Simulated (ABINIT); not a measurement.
# Quasiparticle gap of SiC (P6_3mc) in ABINIT, part 3 of 3

How does a plane-wave GW calculation on SiC (P6_3mc) run from the first input to the gap?

ABINIT 10.8.3; PBE and many-body steps on it, plane waves. Known limits of the many-body steps: not at the basis limit; coarse k mesh.

So far. Step 4 (Empty states on the mesh, 3×3×2 mesh, 156 bands): On this mesh the gap is 3.011 eV. The earlier step found 2.228 eV, so this mesh misses an edge. Step 5 (Screening, 3×3×2 mesh, 142 bands, screening to 130.6 eV): Local fields lower ε∞ by 9 %. On a Γ-centred mesh this coarse the value itself is usually too large, while a short band sum pulls it down.

### 6. Self-energy, 3×3×2 mesh, 142 bands, screening to 130.6 eV

The self-energy is evaluated for the states that the input lists, and the levels follow from it, in one-shot runs by the linearised quasiparticle equation.

This step: G0W0 on PBE, plane waves, norm-conserving pseudopotentials.

Input file run.abi:

```
acell 3*1.0 Angstrom
rprim 
  3.075694149693 -0.000000000023 0.000000000000
  -1.537847074826 2.663629267917 0.000000000000
  0.000000000000 0.000000000000 10.070646480000
ntypat 2
znucl 14 6
natom 8
typat 1 1 1 1 2 2 2 2
xred 
  0.666666666667 0.333333333333 0.937841980000
  0.333333333333 0.666666666667 0.437841980000
  0.000000000000 0.000000000000 0.687894380000
  0.000000000000 0.000000000000 0.187894380000
  0.666666666667 0.333333333333 0.749802590000
  0.333333333333 0.666666666667 0.249802590000
  0.000000000000 0.000000000000 0.500460050000
  0.000000000000 0.000000000000 0.000460050000
pp_dirpath "pseudos"
pseudos "Si.upf, C.upf"
ecut 37
ngkpt 3 3 2
nshiftk 1
shiftk 0 0 0
kptopt 1
chksymbreak 0
istwfk *1
occopt 1
irdwfk 1
optdriver 4
nband 142
gwcalctyp 0
ecutsigx 37
symsigma 1
nkptgw 2
kptgw 
  0.0000000000 0.0000000000 0.0000000000
  0.3333333333 0.0000000000 0.0000000000
bdgw 
  15 18
  15 18
ecuteps 4.8
irdscr 1
ppmodel 1
indata_prefix "in"
outdata_prefix "out"
tmpdata_prefix "tmp"
```

The run is started by

```console
OMP_NUM_THREADS=1 mpirun -n 4 abinit run.abi > log
```

Numbers of over 12 decimals in the logs are rounded to 6 here.

The log of the run:

```text
.Version 10.8.3 of ABINIT. v10.8.2 released Aug 2026.

 Symmetries : space group P6_3 m c (#186); Bravais hP (primitive hexag.)
[... echo of the input left out ...]
== DATASET  1 ==================================================================
-   mpi_nproc: 4, omp_nthreads: 1 (-1 if OMP is not activated)

--- !DatasetInfo
iteration_state: {dtset: 1, }
dimensions: {natom: 8, nkpt: 6, mband: 142, nsppol: 1, nspinor: 1, nspden: 1, mpw: 6030, }
cutoff_energies: {ecut:  37.0, pawecutdg:  -1.0, }
electrons: {nelect:   3.20000000E+01, charge:   0.00000000E+00, occopt:   1.00000000E+00, tsmear:   1.00000000E-02, }

 SIGMA: Calculation of the GW corrections

 Based on a program developped by R.W. Godby, V. Olevano, G. Onida, and L. Reining.
 Incorporated in ABINIT by V. Olevano, G.-M. Rignanese, and M. Torrent.
.Using double precision arithmetic ; gwpc =  8

[... cell and pseudopotentials left out ...]
--------------------------------------------------------------------------------

 ==== K-mesh for the wavefunctions ====
 Number of points in the irreducible wedge :     6
[... list of points left out ...]
 Together with 12 symmetry operations and time-reversal symmetry
 yields    18 points in the full Brillouin Zone.

 ==== Q-mesh for screening function ====
 Number of points in the irreducible wedge :     6
[... list of points left out ...]
 Together with 12 symmetry operations and time-reversal symmetry
 yields    18 points in the full Brillouin Zone.

 vcoul_init : cutoff-mode = AUXILIARY_FUNCTION
 q-points for optical limit:   1
     1)      0.000010    0.000020    0.000030
 setmesh: FFT mesh size selected  =    27x   27x  108
          total number of points  =        78732

 Number of electrons calculated from density =   32.0000; Expected =   32.0000
 average of density, n =  0.057475
 r_s =    1.6075
 omega_plasma =   23.1257 [eV]

 === KS Band Gaps ===
  >>>> For spin  1
   Minimum direct gap =   3.8565 [eV], located at k-point      :   0.3333  0.0000  0.0000
   Fundamental gap    =   3.0114 [eV], Top of valence bands at :   0.0000  0.0000  0.0000
                                       Bottom of conduction at :   0.3333  0.0000  0.0000
 SIGMA fundamental parameters:
 PLASMON POLE MODEL  1
 number of plane-waves for SigmaX                 5975
 number of plane-waves for SigmaC and W            265
 number of plane-waves for wavefunctions          5975
 number of bands                                   142
 number of independent spin polarizations            1
 number of spinorial components                      1
 number of k-points in IBZ                           6
 number of q-points in IBZ                           6
 number of symmetry operations                      12
 number of k-points in BZ                           18
 number of q-points in BZ                           18
 number of frequencies for dSigma/dE                 9
 frequency step for dSigma/dE [eV]                0.25
 number of omega for Sigma on real axis              0
 max omega for Sigma on real axis  [eV]           0.00
 zcut for avoiding poles [eV]                     0.10

 EPSILON^-1 parameters (SCR file):
 dimension of the eps^-1 matrix on file            265
 dimension of the eps^-1 matrix used               265
 number of plane-waves for wavefunctions          5975
 number of bands                                   142
 number of q-points in IBZ                           6
 number of frequencies                               2
 number of real frequencies                          1
 number of imag frequencies                          1

 matrix elements of self-energy operator (all in [eV])

 Perturbative Calculation

--- !SelfEnergy_ee
iteration_state: {dtset: 1, }
kpoint     : [   0.000,    0.000,    0.000, ]
spin       : 1
KS_gap     :    5.111
QP_gap     :    5.920
Delta_QP_KS:    0.809
data: !SigmaeeData |
     Band     E0 <VxcDFT>   SigX SigC(E0)      Z dSigC/dE  Sig(E)    E-E0       E
       15   6.937 -15.028 -17.086   2.294   0.805  -0.242 -14.838   0.190   7.128
       16   6.937 -15.028 -17.086   2.294   0.805  -0.242 -14.838   0.190   7.128
       17  12.049 -12.102  -6.533  -4.346   0.816  -0.225 -11.103   0.999  13.048
       18  12.628 -12.011  -6.347  -4.452   0.815  -0.227 -11.023   0.987  13.615

--- !SelfEnergy_ee
iteration_state: {dtset: 1, }
kpoint     : [   0.333,    0.000,    0.000, ]
spin       : 1
KS_gap     :    3.856
QP_gap     :    4.592
Delta_QP_KS:    0.736
data: !SigmaeeData |
     Band     E0 <VxcDFT>   SigX SigC(E0)      Z dSigC/dE  Sig(E)    E-E0       E
       15   5.565 -14.060 -16.006   2.039   0.807  -0.238 -13.985   0.075   5.640
       16   6.092 -14.663 -16.967   2.389   0.804  -0.244 -14.595   0.068   6.160
       17   9.949 -10.768  -5.967  -3.833   0.829  -0.206  -9.965   0.803  10.752
       18  10.185 -10.837  -6.112  -3.751   0.829  -0.206 -10.029   0.808  10.992

== END DATASET(S) ==============================================================
================================================================================

 -outvars: echo values of variables after computation  --------
           etotal      0.0000000000E+00
            nband         142
             nkpt           6
          spgroup         186
 [... the other variables as echoed above ...]

 Calculation completed.
```

Elapsed: 7.7 s, on 4 MPI ranks of AMD EPYC 9R45, shared host; peak memory 0.91 GiB; 30 s of CPU time.

This step gave:

| Property | Result |
| --- | --- |
| G0W0 gap on the points computed | 3.624 eV |
| starting gap on the mesh | 3.011 eV |
| k of the valence top | 0, 0, 0 |
| k of the conduction bottom | 0.3333, 0, 0 |
| Z at the valence top | 0.805 |
| Z at the conduction bottom | 0.829 |
| least direct G0W0 gap on the computed points | 4.592 eV |

The gap on the mesh goes from 3.01 eV to 3.62 eV, a correction of +0.61 eV. The start differs from the 2.23 eV found before because the two sample other k points.

Limits: finite bands, cutoff and mesh; coarse k mesh. v1 is the top filled band, c1 the lowest empty one. The levels before and after the correction (eV, zero at the valence-band top of each column):

|  | conduction bottom | valence top |
| --- | --- | --- |
| Kohn-Sham | 3.01 | 0.00 |
| G0W0 | 3.62 | 0.00 |

|  | level | energy (eV) |
| --- | --- | --- |
| Kohn-Sham | Γ v2-v1 | 0.000 |
| Kohn-Sham | Γ c1 | 5.111 |
| Kohn-Sham | Γ c2 | 5.690 |
| Kohn-Sham | (0.333 0 0) v2 | -1.372 |
| Kohn-Sham | (0.333 0 0) v1 | -0.845 |
| Kohn-Sham | (0.333 0 0) c1 | 3.011 |
| Kohn-Sham | (0.333 0 0) c2 | 3.247 |
| G0W0 | Γ v2-v1 | 0.000 |
| G0W0 | Γ c1 | 5.920 |
| G0W0 | Γ c2 | 6.487 |
| G0W0 | (0.333 0 0) v2 | -1.488 |
| G0W0 | (0.333 0 0) v1 | -0.968 |
| G0W0 | (0.333 0 0) c1 | 3.624 |
| G0W0 | (0.333 0 0) c2 | 3.864 |

### 7. Where the time went

Times are wall times on 4 MPI ranks of AMD EPYC 9R45, shared host, good to a factor of about two.

| step | time | share | memory (GiB) |
| --- | --- | --- | --- |
| ground state | 11 s | 12 % | 0.4 |
| bands along the symmetry lines | 18 s | 20 % | 0.4 |
| empty states on the mesh | 37 s | 41 % | 0.43 |
| screening | 15 s | 17 % | 1.1 |
| self-energy | 7.7 s | 9 % | 0.91 |

### 8. What came out

```json
{"PBE gap": "2.23 eV, indirect", "G0W0 gap on the mesh": "3.62 eV", "G0W0 gap over the zone (rigid shift)": "2.84 eV", "GW settings": "3×3×2 mesh, 142 bands, screening to 130.6 eV, Godby-Needs plasmon pole", "known limits": "not at the basis limit; coarse k mesh"}
```

G0W0 moves the gap on the mesh from 3.01 eV to 3.62 eV (+0.61 eV), with Z of 0.81 and 0.83 at the edges. The mesh misses the band edges by 0.78 eV in all; a rigid shift gives 2.84 eV for the zone. Local fields lower the RPA ε∞ on this mesh from 10.38 to 9.49; a Γ-centred mesh this coarse tends to raise both, most where the direct gap is narrow, while a short band sum lowers them. Only 2 of the mesh's irreducible points were corrected, so a valley elsewhere could overtake. The dearest step here is «empty states on the mesh». Against experiment, by G0W0@PBE: the gap of 2.84 eV lies −0.42 eV from the measured 3.26 eV (kind not stated, quoted 2023); the gap of 2.84 eV lies −0.44 eV from the measured 3.285 eV (kind not stated, quoted 2018); the gap of 2.84 eV lies −0.36 eV from the measured 3.2 eV (kind not stated, quoted 2020); the gap of 2.84 eV lies −0.42 eV from the measured 3.26 eV (kind not stated, quoted 2020). The calculation has static nuclei and no excitons; a measured gap holds zero-point and thermal motion, which mostly lowers it. Bands and cutoff are finite, so the gap is not at the basis limit. The miss can reach some tenths of an eV and take either sign; the mesh is an error of its own. In the G0W0 run levels were corrected at 2 k points alone, so a gap called «on the mesh» is the least over those, and an edge elsewhere would be missed. A denser mesh or path gives a starting gap of 2.23 eV: the GW mesh misses a band edge, so its gaps are not the fundamental one. The 3×3×2 mesh is coarse for this cell, which bears on the long-range parts of exchange and screening.

[Paths, hosts, dates, memory and timing lines, banners, echoed tables and standing remarks are left out of the program output.]

[Logs are printed without paths, hosts, clocks, repeated set-up lines and the standing remarks that a program may print on its own settings, such as how far it seeks lower states.]

[Runs of the session that timed out or met a known fault of the program may be left out.]

[No measured gap is set beside runs whose start may be inverted or whose files or cutoffs have a known fault.]

[Hosts, paths, dates, database ids (printed as entryN), source tags and the programs' standing remarks are cut or masked in the printed files.]

[G0W0 gaps are taken among the corrected bands and points alone; a level outside them can change the order at an edge.]

[Where Ansatz stands beside ABINIT at settings called matched, ABINIT's density can come from a denser mesh and the files from another edition; pairs whose starting gaps differed by over 0.03 eV were left out, so agreement reads better than it is.]
